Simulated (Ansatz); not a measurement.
## Sc3BC (built on the sites of a database entry of Sc3InC): following an unstable mode

Which phase does Sc3BC (built on the sites of a database entry of Sc3InC) fall into along its unstable mode, and how much energy does it gain?

Calculated with Ansatz 0.2.0; DFT LDA, scalar-relativistic, plane waves, PAW.

The structure was built from a prototype and need not be the compound's stable phase.

## (1) The starting structure

Symmetry: Pm-3m, No. 221, cubic system. The conventional cell has a = 4.267 Å, b = 4.267 Å, c = 4.267 Å, α = 90.00°, β = 90.00°, γ = 90.00°. Nearest to Sc lie 2 C at 2.13 Å and 4 B at 3.02 Å and 8 Sc at 3.02 Å. B has 12 Sc at 3.02 Å nearest. C has 6 Sc at 2.13 Å nearest. Farther neighbours are not listed.

## (2) Phonons on a q mesh

The cell comes from relaxations at this level that are not shown. Stability and thermal properties need the whole zone. Linear response on a 4×4×4 q mesh gives force constants as far as a supercell of that size would.

Contents of input.yaml:

```yaml
crystal:
  lattice:
    - [4.2666960729, 0.0, 0.0]
    - [0.0, 4.2666960729, 0.0]
    - [0.0, 0.0, 4.2666960729]
  atoms:
    - { symbol: Sc, position: [0.5, 0.0, 0.5] }
    - { symbol: Sc, position: [0.0, 0.5, 0.5] }
    - { symbol: Sc, position: [0.5, 0.5, 0.0] }
    - { symbol: B, position: [0.0, 0.0, 0.0] }
    - { symbol: C, position: [0.5, 0.5, 0.5] }
kpoints:
  mp_grid: { grid: [8, 8, 8] }
hamiltonian:
  xc: lda
scf:
  occupations: { method: methfessel_paxton, width: 0.2 }
output:
  eigenvalues: true
phonons:
  method: dfpt
  qmesh: [4, 4, 4]
  temperatures: { t_max: 1000, t_step: 50 }
  qpath:
    path:
      - [[0.0, 0.0, 0.0], [0.0, 0.5, 0.0], [0.5, 0.5, 0.0], [0.0, 0.0, 0.0], [0.5, 0.5, 0.5], [0.0, 0.5, 0.0]]
      - [[0.5, 0.5, 0.5], [0.5, 0.5, 0.0]]
    npoints: 10
```

Run with:

```console
$ ansatz run input.yaml --threads 8 --pin off --max-ram 14336MiB --backend cpu --events-out ev --progress --plain --runs-dir out
```

Numbers of over 12 decimals in the logs are rounded to 6 here.

Log:

```text
Engine: ansatz 0.2.0, x86_64-unknown-linux-gnu
Pseudopotentials: kind: paw
Pseudopotential: Sc, paw, valence charge 11, recommended cutoff 420 eV (normal), Sc.paw.azcp
Pseudopotential: B, paw, valence charge 3, recommended cutoff 420 eV (normal), B.paw.azcp
Pseudopotential: C, paw, valence charge 4, recommended cutoff 420 eV (normal), C.paw.azcp
Functional definition: SPW92
  exchange = slater_x
  correlation = pw_c
Crystal: 5 atoms, lattice volume = 77.674 Å³
Basis set: ecut = 420 eV, 1503 PW (Γ), exchange–correlation on 60×60×60 points (8 copies of the dense FFT grid, shifted against one another)
Bands: 25, of which v1, the nominal top of the filled ones, is band 20 counted from 1 (19 counted from 0)
Symmetry: 48 space group operations
k-points: 35 of 512
Non-local potential: Sc, projectors of the file, l = 0: 3, l = 1: 2, l = 2: 3, l = 3: 1
Non-local potential: B, projectors of the file, l = 0: 2, l = 1: 2, l = 2: 1
Non-local potential: C, projectors of the file, l = 0: 2, l = 1: 2, l = 2: 1
PAW form: soft (Blöchl's): semilocal exchange-correlation on the pseudo side does not see the compensation charge
PAW frozen core: Sc, regenerated for the run's functional, and the local potential with it (the file was generated under x = pbe(κ = 0.804, μ = 0.219515), c = pbe(β = 0.066725))
PAW frozen core: B, regenerated for the run's functional, and the local potential with it (the file was generated under x = pbe(κ = 0.804, μ = 0.219515), c = pbe(β = 0.066725))
PAW frozen core: C, regenerated for the run's functional, and the local potential with it (the file was generated under x = pbe(κ = 0.804, μ = 0.219515), c = pbe(β = 0.066725))
PAW one-centre angular grid: Sc, 590 points (default); XC on 64 Gauss nodes
PAW one-centre angular grid: B, 110 points (default); XC on 64 Gauss nodes
PAW one-centre angular grid: C, 110 points (default); XC on 64 Gauss nodes
Initial density: superposition of atomic densities (neutral atoms: chi_scale 0, normalization atom), corrected by the library's trained network
Initial wavefunctions: pseudopotential atomic-orbital guess
Functional: x = slater, c = lda
SCF iter   1: F=—  HF=-6660.663934 eV  |F-HF|=—  |Δ(HF+E_count)|=         —  Δρ=1.06e-2  dr2=1.77e-1  ethr=1.77e-3  ⟨swp⟩=4.1  Hψ=3513  notcnv=0
preconditioner: auto → Kerker (q_TF=auto, 2.443 Å⁻¹)  [metal: Δε(μ)=0.050 eV  Ē_g=4.830 eV  σ=0.200 eV  W_gap=0.21  n_scr=18 (ndim 8)  ℏωp=16.9 eV  f_vac=0.000  D(μ)=0.63/eV (n_scr^D=0)]
SCF iter   2: F=—  HF=-6660.628186 eV  |F-HF|=—  |Δ(HF+E_count)|=   3.57e-2  S|Δr|=    0.00e0  Δρ=4.81e-3  dr2=3.05e-2  ethr=4.43e-4  ⟨swp⟩=2.0  Hψ=1330  notcnv=0
SCF iter   3: F=—  HF=-6660.620110 eV  |F-HF|=—  |Δ(HF+E_count)|=   8.08e-3  S|Δr|=    0.00e0  Δρ=1.99e-3  dr2=5.42e-3  ethr=7.62e-5  ⟨swp⟩=2.1  Hψ=1016  notcnv=0
SCF iter   4: F=—  HF=-6660.618364 eV  |F-HF|=—  |Δ(HF+E_count)|=   1.75e-3  S|Δr|=    0.00e0  Δρ=5.50e-4  dr2=4.18e-4  ethr=1.35e-5  ⟨swp⟩=2.0  Hψ=1086  notcnv=0
SCF iter   5: F=—  HF=-6660.618245 eV  |F-HF|=—  |Δ(HF+E_count)|=   1.19e-4  S|Δr|=    0.00e0  Δρ=1.94e-4  dr2=2.64e-5  ethr=1.04e-6  ⟨swp⟩=2.3  Hψ=1177  notcnv=0
SCF iter   6: F=—  HF=-6660.618243 eV  |F-HF|=—  |Δ(HF+E_count)|=   1.42e-6  S|Δr|=    0.00e0  Δρ=3.55e-5  dr2=1.13e-6  ethr=6.60e-8  ⟨swp⟩=2.3  Hψ=1089  notcnv=0
SCF iter   7: F=—  HF=-6660.618243 eV  |F-HF|=—  |Δ(HF+E_count)|=   8.61e-7  S|Δr|=    0.00e0  Δρ=7.11e-6  dr2=3.30e-8  ethr=2.83e-9  ⟨swp⟩=2.0  Hψ=1105  notcnv=0  defer=1
SCF iter   8: F=—  HF=-6660.618243 eV  |F-HF|=—  |Δ(HF+E_count)|=   2.99e-9  S|Δr|=    0.00e0  Δρ=1.30e-6  dr2=1.37e-9  ethr=8.25e-11  ⟨swp⟩=2.0  Hψ=1079  notcnv=0  defer=1
SCF iter   9: F=—  HF=-6660.618243 eV  |F-HF|=—  |Δ(HF+E_count)|=  1.56e-10  S|Δr|=    0.00e0  Δρ=1.42e-7  dr2=1.59e-11  ethr=3.43e-12  ⟨swp⟩=2.0  Hψ=1125  notcnv=0  defer=1
SCF iter  10: F=-6660.618243 eV  HF=-6660.618243 eV  |F-HF|=0.00e0  |Δ(HF+E_count)|=  9.09e-13  S|Δr|=    0.00e0  Δρ=4.39e-8  dr2=1.36e-12  ethr=1.00e-12  ⟨swp⟩=7.0  Hψ=3336  notcnv=0
SCF 1 converged in 10 iterations: F = -6660.618243 eV  dr2 = 1.36e-12
  greatest PAW one-centre occupation: 0.998 electrons in one spin orbital (limit 2), on the Sc atom at site 1 (counted from 0), in its partial waves of l = 0
Initial density: read from a saved state, or passed on in memory by an earlier SCF of this step, an earlier step, the calling program or the single point that the run made first
[...]
eigensolver tolerance schedule: the retry pair's looser diagonalisation over-reported the residual by 1297634.89 of it (diagonalisation noise at an unbounded share of the residual, at the tolerance the schedule requests for it); recorded, not acted on — ethr = c·dr2/N_el stays at c = 1.0e-1
preconditioner: auto → Kerker (q_TF=auto, 2.443 Å⁻¹)  [metal: Δε(μ)=0.049 eV  Ē_g=4.877 eV  σ=0.200 eV  W_gap=0.20  n_scr=18 (ndim 8)  ℏωp=16.9 eV  f_vac=0.000  D(μ)=0.64/eV (n_scr^D=0)]
SCF iter   2: F=—  HF=-6660.618243 eV  |F-HF|=—  |Δ(HF+E_count)|=   1.64e-6  S|Δr|=    0.00e0  Δρ=3.90e-8  dr2=1.37e-12  ethr=1.00e-12  ⟨swp⟩=4.3  Hψ=2692  notcnv=0
SCF iter   3: F=-6660.618243 eV  HF=-6660.618243 eV  |F-HF|=2.73e-12  |Δ(HF+E_count)|=    0.00e0  S|Δr|=    0.00e0  Δρ=2.92e-8  dr2=7.11e-13  ethr=1.00e-12  ⟨swp⟩=1.0  Hψ=1897  notcnv=0
SCF 2 converged in 3 iterations: F = -6660.618243 eV  dr2 = 7.11e-13
  greatest PAW one-centre occupation: 0.998 electrons in one spin orbital (limit 2), on the Sc atom at site 2 (counted from 0), in its partial waves of l = 0
k-points: 75 of 512 (irreducible under 8 space group operations, time reversal used)
iter 1 solved again at ethr=2.47e-7 eV; its pass at ethr=3.10e-3 eV (dr2=9.89e-5 eV) is discarded
SCF iter   1: F=—  HF=-6660.619798 eV  |F-HF|=—  |Δ(HF+E_count)|=         —  Δρ=2.41e-4  dr2=1.29e-4  ethr=2.47e-7  ⟨swp⟩=2.0  Hψ=11089  notcnv=0  defer=214
preconditioner: auto → Resta (q_TF=auto, 2.443 Å⁻¹)  ε∞=12.9  [insulator: Δε(μ)=0.000 eV  Ē_g=4.878 eV  n_scr=18 (ndim 8)  ℏωp=16.9 eV  f_vac=0.000  ε∞_Penn≈12.9]
SCF iter   2: F=—  HF=-6660.619775 eV  |F-HF|=—  |Δ(HF+E_count)|=   2.32e-5  Δρ=8.87e-5  dr2=1.24e-5  ethr=2.47e-7  ⟨swp⟩=2.0  Hψ=2376  notcnv=0  defer=129
SCF iter   3: F=—  HF=-6660.619775 eV  |F-HF|=—  |Δ(HF+E_count)|=   3.02e-7  Δρ=4.35e-5  dr2=1.81e-6  ethr=3.09e-8  ⟨swp⟩=2.0  Hψ=2162  notcnv=0  defer=72
SCF iter   4: F=—  HF=-6660.619772 eV  |F-HF|=—  |Δ(HF+E_count)|=   2.99e-6  Δρ=7.07e-6  dr2=4.48e-8  ethr=4.53e-9  ⟨swp⟩=2.0  Hψ=2297  notcnv=0  defer=70
SCF iter   5: F=—  HF=-6660.619772 eV  |F-HF|=—  |Δ(HF+E_count)|=   8.37e-9  Δρ=2.69e-6  dr2=4.83e-9  ethr=1.12e-10  ⟨swp⟩=2.0  Hψ=2407  notcnv=0  defer=70
[...]
NSCF: frozen V_eff on 51 k-points
NSCF: frozen V_eff on 35 k-points
[...]
DFPT response loops at q = (0, 0, 0) (fractional): preconditioner auto → Kerker (q_TF=auto, 2.443 Å⁻¹) (partly filled bands, converged f_vac=0.000); β = 1.00, the filter's whole step (`scf.mixing.beta` (0.50) is not read by the response loops under this deck's `scf.mixing.preconditioner`; to damp them name `kerker` or `kerker_dos`, under which they read `scf.mixing.beta`, and type it under 1.00, their step now; both keys bind the ground state too); Broyden in place of MSR1
NSCF: frozen V_eff on 400 k-points
DFPT response loops at q = (0, 0, 0.25) (fractional): mixed as the last ones told, above
NSCF: frozen V_eff on 250 k-points
DFPT response loops at q = (0, 0, -0.5) (fractional): mixed as the last ones told, above
NSCF: frozen V_eff on 640 k-points
DFPT response loops at q = (0, 0.25, 0.25) (fractional): mixed as the last ones told, above
NSCF: frozen V_eff on 400 k-points
DFPT response loops at q = (0, 0.25, -0.5) (fractional): mixed as the last ones told, above
NSCF: frozen V_eff on 250 k-points
DFPT response loops at q = (0, -0.5, -0.5) (fractional): mixed as the last ones told, above
NSCF: frozen V_eff on 1024 k-points
DFPT response loops at q = (0.25, 0.25, 0.25) (fractional): mixed as the last ones told, above
NSCF: frozen V_eff on 640 k-points
DFPT response loops at q = (0.25, 0.25, -0.5) (fractional): mixed as the last ones told, above
NSCF: frozen V_eff on 400 k-points
DFPT response loops at q = (0.25, -0.5, -0.5) (fractional): mixed as the last ones told, above
NSCF: frozen V_eff on 250 k-points
DFPT response loops at q = (-0.5, -0.5, -0.5) (fractional): mixed as the last ones told, above
SCF converged after 10 iterations
Stability not checked: this state was not tested for a lower state beside it, because cold or Methfessel-Paxton smearing, or corrected tetrahedra, fill the levels in a way that the test cannot read (fill_not_monotonic; see scf.lower_state_search)
Free energy (F): -6660.618243 eV
Harris-Foulkes:  -6660.618243 eV  (|F-HF|=0.00e0)
Internal energy: -6660.627026 eV  (E = F + TS)
E sigma→0 (E₀):  -6660.620439 eV
Entropy (-TS):   0.008784 eV (1.757 meV/atom)
Fermi energy:    9.779265 eV
Step filling:    the computed levels leave a gap of 0.0000 eV = 0.0 smearing widths at the electron count; against every level under it full and every level over it empty, smearing changes F+E_penalty+E_count by +1.557 meV and its σ→0 estimate by -0.639 meV
--- Per-component energies (eV) ---
  E_band       = -431.566080
  E_kinetic    = 921.720043
  E_local      = -2706.261080  (includes V_loc(G=0)·N_el)
  E_nonlocal   = 297.325952
  E_hartree    = 950.819990
  E_xc         = -390.927426
  E_vxc        = -485.562154  (∫ρ·V_xc dr)
  E_paw        = -2893.184029  (= ΣΔE_a)
  E_vpaw       = -360.428831  (= ΣTr[D̂ρ^β])
  E_aug_tail   = 0.000028  (compensation charges beyond the density's cutoff)
  E_ewald      = -2841.143940
  E_core_change = 1.023435  (= ΣΔE_core)
  E_smearing   = 0.008784  (= −TS)
  E_closure    = 0.000000  (closes the sum)
  Σ components = -6660.618243   (vs F -6660.618243, Δ=0.00e0)
--- Band table (eV; the first three rows and the last of 35) ---
  k-point 0: bands = [... 16 lower, 9.2150, 9.7001, 9.7001, 9.7695, 9.7695, 9.7695, 11.8591, 11.8591, ... 1 higher]
  k-point 1: bands = [... 16 lower, 9.0851, 9.7157, 9.7355, 9.7355, 9.8182, 9.8377, 11.4624, 11.9762, ... 1 higher]
  k-point 2: bands = [... 16 lower, 8.8466, 9.0017, 9.6110, 9.6110, 9.9465, 10.2198, 11.4436, 12.2906, ... 1 higher]
  k-point 34: bands = [... 16 lower, 5.8338, 9.3752, 9.3752, 9.3752, 11.6671, 11.6671, 11.6671, 11.8513, ... 1 higher]
--- Phonons (Γ-DFPT): 4 representative perturbations + reference (Σ response iterations 12) ---
  ASR residual: 3.194e-5 → 0.000e0 eV/Å²; symmetrization residual: 1.315e-6 eV/Å²
  ASR residual per site (eV/Å²): 1.63e-5 1.63e-5 1.63e-5 1.96e-5 3.19e-5
  Γ frequencies (cm⁻¹): -126.69 -126.69 -126.69 0.00 0.00 0.00 114.26 114.26 114.26 329.53 329.53 329.53 547.39 547.39 547.39
--- Phonons (arbitrary-q DFPT): 10 irreducible q on the 4×4×4 mesh ---
  q = [0.0000, 0.0000, 0.0000] (star 1, of the zone-centre solve; hermiticity 1.38e-7, symmetrization 6.81e-13): -126.69 -126.69 -126.69 -0.00 -0.00 0.00 114.26 114.26 114.26 329.53 329.53 329.53 547.39 547.39 547.39
  q = [0.0000, 0.0000, 0.2500] (star 6, 9 solved perturbations in 1560 linear systems a pass and spin channel, the states on 200 of 512 k-point pairs; hermiticity 3.42e-7, symmetrization 4.03e-13): -94.05 -94.05 81.03 81.03 112.85 130.65 130.65 146.53 191.15 310.60 310.60 365.78 570.62 570.62 635.52
  q = [0.0000, 0.0000, -0.5000] (star 3, 9 solved perturbations in 975 linear systems a pass and spin channel, the states on 125 of 512 k-point pairs; hermiticity 1.36e-7, symmetrization 1.93e-13): -41.00 -41.00 83.33 83.33 114.07 184.73 184.73 187.37 233.41 280.85 280.85 407.33 587.30 587.30 666.17
  q = [0.0000, 0.2500, 0.2500] (star 12, 9 solved perturbations in 2460 linear systems a pass and spin channel, the states on 320 of 512 k-point pairs; hermiticity 2.73e-7, symmetrization 3.61e-14): -73.05 -47.99 67.49 98.90 124.44 126.87 178.41 200.35 219.39 294.63 338.63 374.77 579.24 610.75 642.68
  q = [0.0000, 0.2500, -0.5000] (star 12, 15 solved perturbations on 200 of 512 k-point pairs; hermiticity 2.08e-7, symmetrization 6.72e-15): -86.86 47.75 74.59 88.28 108.67 173.58 220.17 229.15 239.96 269.93 334.42 416.58 588.93 622.27 660.49
  q = [0.0000, -0.5000, -0.5000] (star 3, 9 solved perturbations in 975 linear systems a pass and spin channel, the states on 125 of 512 k-point pairs; hermiticity 1.37e-7, symmetrization 3.06e-14): -131.21 49.07 49.07 136.88 136.88 139.96 244.39 244.39 253.81 267.92 352.69 448.91 592.30 652.67 652.67
  q = [0.2500, 0.2500, 0.2500] (star 8, 4 solved perturbations in 1376 linear systems a pass and spin channel, the states on 512 of 512 k-point pairs; hermiticity 3.41e-7, symmetrization 1.34e-13): -59.79 -59.79 21.18 72.35 72.35 168.78 227.75 227.75 233.22 332.66 332.66 387.78 614.22 614.22 649.16
  q = [0.2500, 0.2500, -0.5000] (star 12, 9 solved perturbations in 2460 linear systems a pass and spin channel, the states on 320 of 512 k-point pairs; hermiticity 1.49e-7, symmetrization 1.53e-13): -87.47 -79.05 -19.96 30.29 107.28 147.24 251.06 258.87 265.73 319.64 339.42 426.05 618.03 632.19 658.15
  q = [0.2500, -0.5000, -0.5000] (star 6, 9 solved perturbations in 1560 linear systems a pass and spin channel, the states on 200 of 512 k-point pairs; hermiticity 1.60e-7, symmetrization 5.28e-14): -128.80 -86.06 -86.06 92.10 92.10 96.64 279.29 279.29 288.57 322.33 354.82 455.79 626.87 653.92 653.92
  q = [-0.5000, -0.5000, -0.5000] (star 1, 4 solved perturbations in 350 linear systems a pass and spin channel, the states on 125 of 512 k-point pairs; hermiticity 1.32e-7, symmetrization 3.34e-13): -129.27 -129.27 -129.27 46.30 46.30 46.30 303.79 303.79 303.79 356.75 356.75 482.42 653.92 653.92 653.92
  sum rule: each row above includes the acoustic sum rule's correction from the zone centre's row sums; it moved no ω² by more than (0.85 cm⁻¹)²
  mesh force constants: q→R imaginary residual 3.40e-19; ASR residual 3.194e-5 → 0.000e0 eV/Å²; symmetrization residual 1.243e-14 eV/Å²
  interpolated dispersion: 62 rows × 15 modes
  density of states and harmonic sums: on the 16×16×16 q-mesh, interpolated from the force constants of a 4×4×4 supercell (no non-analytic term)
  largest difference from the sums on the solved wave vectors: F 3.74e-2 eV, S 4.92e-5 and C_V 1.22e-5 eV/K
  zero-point energy: 0.246182 eV/cell   skipped modes (ω ≤ 0): 341, of them read as no rigid motion or as one in doubt: 338 (1.987e0 modes/cell left out, lowest -131.21 cm⁻¹)   left out of the sums: 1.33e-1 of the cell's modes: C_V's classical limit lies that fraction below 3 k_B per atom; for a crystal, a wire or a layer, F and S can be off by more, and a phonons.interpolated_qmesh denser along its periods is the remedy for the sampling
```

It took 4.2 min on 8 threads of Intel Xeon Platinum 8488C (Sapphire Rapids), shared host; peak memory 2.7 GiB.

Reading the cycles: dr2 is the Hartree energy of the density residual (eV), the measure of convergence; HF is the Harris–Foulkes estimate of the energy, which meets the free energy F at convergence.

This step gave:

```yaml
volume_per_atom: 15.53 Å³
gap_on_the_k_mesh: 0 eV
sum_rule_residual_before_enforcement: 3.19e-5 eV/Å²
lowest_frequency_on_the_path: -131.2 cm⁻¹
point_group: m-3m
highest_frequency_on_the_path_or_at_a_solved_wavevector: 666.2 cm⁻¹
highest_optical_mode_at_the_zone_centre_no_lo_to_term: 547.4 cm⁻¹
lowest_optical_zone_centre_mode: -126.7 cm⁻¹
lowest_mode_on_the_q_mesh_acoustic_modes_at_gamma_apart: -131.2 cm⁻¹
```

Frequencies (cm⁻¹) solved at each irreducible wavevector; negative means imaginary. Frequencies by wavevector, by row:

| q in reciprocal lattice units | star | mode 1 | mode 2 | mode 3 | mode 4 | mode 13 | mode 14 | mode 15 |
| --- | --- | --- | --- | --- | --- | --- | --- | --- |
| 0 0 0 | 1 | -126.7 | -126.7 | -126.7 | 0 | 547.4 | 547.4 | 547.4 |
| 0 0 0.25 | 6 | -94 | -94 | 81 | 81 | 570.6 | 570.6 | 635.5 |
| 0 0 -0.5 | 3 | -41 | -41 | 83.3 | 83.3 | 587.3 | 587.3 | 666.2 |
| 0 0.25 0.25 | 12 | -73 | -48 | 67.5 | 98.9 | 579.2 | 610.8 | 642.7 |
| 0 0.25 -0.5 | 12 | -86.9 | 47.8 | 74.6 | 88.3 | 588.9 | 622.3 | 660.5 |
| 0 -0.5 -0.5 | 3 | -131.2 | 49.1 | 49.1 | 136.9 | 592.3 | 652.7 | 652.7 |
| 0.25 0.25 0.25 | 8 | -59.8 | -59.8 | 21.2 | 72.3 | 614.2 | 614.2 | 649.2 |
| 0.25 0.25 -0.5 | 12 | -87.5 | -79 | -20 | 30.3 | 618 | 632.2 | 658.1 |
| 0.25 -0.5 -0.5 | 6 | -128.8 | -86.1 | -86.1 | 92.1 | 626.9 | 653.9 | 653.9 |
| -0.5 -0.5 -0.5 | 1 | -129.3 | -129.3 | -129.3 | 46.3 | 653.9 | 653.9 | 653.9 |

Interpolated from a 4×4×4 q mesh. The phonon branches at the labelled points (cm⁻¹):

| point | branch 1 | branch 2 | branch 3 | branch 4 | branch 12 | branch 13 | branch 14 | branch 15 |
| --- | --- | --- | --- | --- | --- | --- | --- | --- |
| Γ | -127 | -127 | -127 | 0 | 330 | 547 | 547 | 547 |
| halfway | -94 | -94 | 81 | 81 | 366 | 571 | 571 | 636 |
| X | -41 | -41 | 83 | 83 | 407 | 587 | 587 | 666 |
| halfway | -87 | 48 | 75 | 88 | 417 | 589 | 622 | 660 |
| M | -131 | 49 | 49 | 137 | 449 | 592 | 653 | 653 |
| halfway | -73 | -48 | 68 | 99 | 375 | 579 | 611 | 643 |
| Γ | -127 | -127 | -127 | 0 | 330 | 547 | 547 | 547 |
| halfway | -60 | -60 | 21 | 72 | 388 | 614 | 614 | 649 |
| R | -129 | -129 | -129 | 46 | 482 | 654 | 654 | 654 |
| halfway | -88 | -79 | -20 | 30 | 426 | 618 | 632 | 658 |
| X | -41 | -41 | 83 | 83 | 407 | 587 | 587 | 666 |
| jump to R | -129 | -129 | -129 | 46 | 482 | 654 | 654 | 654 |
| halfway | -129 | -86 | -86 | 92 | 456 | 627 | 654 | 654 |
| M | -131 | 49 | 49 | 137 | 449 | 592 | 653 | 653 |

Symmetry leaves 10 wavevectors to solve. The lowest mode among them, the acoustic zeros apart, lies at q = (0, -0.5, -0.5) and is imaginary, 131.2i cm⁻¹, so the energy falls along it.

## (3) The mode frozen in, largest atomic shift 0 Å

The mode followed lies at q = (-0.5, -0.5, -0.5) with frequency 129.3i cm⁻¹ and is 3-fold degenerate, one of the unstable modes though not the softest. At small amplitude the distorted cell has space group no. 140 by a symmetry search on the positions. The undistorted cell that holds it gives the zero of energy on the same k mesh.

System of this step: Sc3BC (built on the sites of a database entry of Sc3InC). Symmetry: Pm-3m, No. 221, cubic system. Conventional cell: a = 4.267 Å, b = 4.267 Å, c = 4.267 Å, α = 90.00°, β = 90.00°, γ = 90.00°. Nearest to Sc lie 2 C at 2.13 Å and 8 Sc at 3.02 Å and 4 B at 3.02 Å. Nearest to B lie 12 Sc at 3.02 Å. Nearest to C lie 6 Sc at 2.13 Å. Farther neighbours are not listed.

Contents of input.yaml:

```yaml
crystal:
  lattice:
    - [4.2666960729, 4.2666960729, 0.0]
    - [4.2666960729, 0.0, 4.2666960729]
    - [4.2666960729, 0.0, -4.2666960729]
  atoms:
    - { symbol: Sc, position: [0.0, 0.5, 0.0] }
    - { symbol: Sc, position: [0.0, 0.0, 0.5] }
    - { symbol: Sc, position: [0.5, 0.0, 0.5] }
    - { symbol: Sc, position: [0.5, 0.5, 0.0] }
    - { symbol: Sc, position: [0.5, 0.0, 1.0] }
    - { symbol: Sc, position: [0.5, 0.5, 0.5] }
    - { symbol: B, position: [0.0, 0.0, 0.0] }
    - { symbol: B, position: [0.0, 0.5, 0.5] }
    - { symbol: C, position: [0.5, 0.25, 0.75] }
    - { symbol: C, position: [0.5, 0.75, 0.25] }
kpoints:
  mp_grid: { grid: [8, 8, 8] }
hamiltonian:
  xc: lda
scf:
  occupations: { method: methfessel_paxton, width: 0.2 }
output:
  forces: true
  stress: true
  eigenvalues: true
```

Log:

```text
[...]
Crystal: 10 atoms, lattice volume = 155.348 Å³
Basis set: ecut = 420 eV, 3071 PW (Γ)
Bands: 50, of which v1, the nominal top of the filled ones, is band 40 counted from 1 (39 counted from 0)
Symmetry: 96 space group operations
[...]
k-points: 29 of 512
[...]
k-point 0: bands = [... 36 lower, 9.3755, 9.7001, 9.7001, 9.7694, 9.7694, 9.7694, 11.6669, 11.6669, ... 6 higher]
  k-point 1: bands = [... 36 lower, 9.3286, 9.6667, 9.7118, 9.7118, 9.8954, 9.8954, 11.7036, 11.7373, ... 6 higher]
  k-point 2: bands = [... 36 lower, 9.2367, 9.3141, 9.5692, 9.5692, 10.1686, 10.1686, 11.6014, 11.6014, ... 6 higher]
  k-point 28: bands = [... 36 lower, 9.0819, 9.0819, 9.3521, 9.3521, 10.8692, 10.8692, 11.3336, 11.3336, ... 6 higher]
[key lines of the parts left out:]
SCF converged after 7 iterations
Free energy (F): -13321.238004 eV
Fermi energy:    9.777854 eV
P = ⅓ Tr σ = -0.0173 GPa (-0.173 kbar)
```

It took 1.7 s on 8 threads; peak memory 0.84 GiB.

This step gave:

* pressure: -0.01727 GPa
* energy from the undistorted cell: 0 meV/atom

The run ends at a pressure of -0.02 GPa.

(Part 1 of 2 ends here.)

[Logs are printed without paths, hosts, clocks, repeated set-up lines and the standing remarks that a program may print on its own settings, such as how far it seeks lower states.]

[Hosts, paths, dates, database ids (printed as entryN), source tags and the programs' standing remarks are cut or masked in the printed files.]
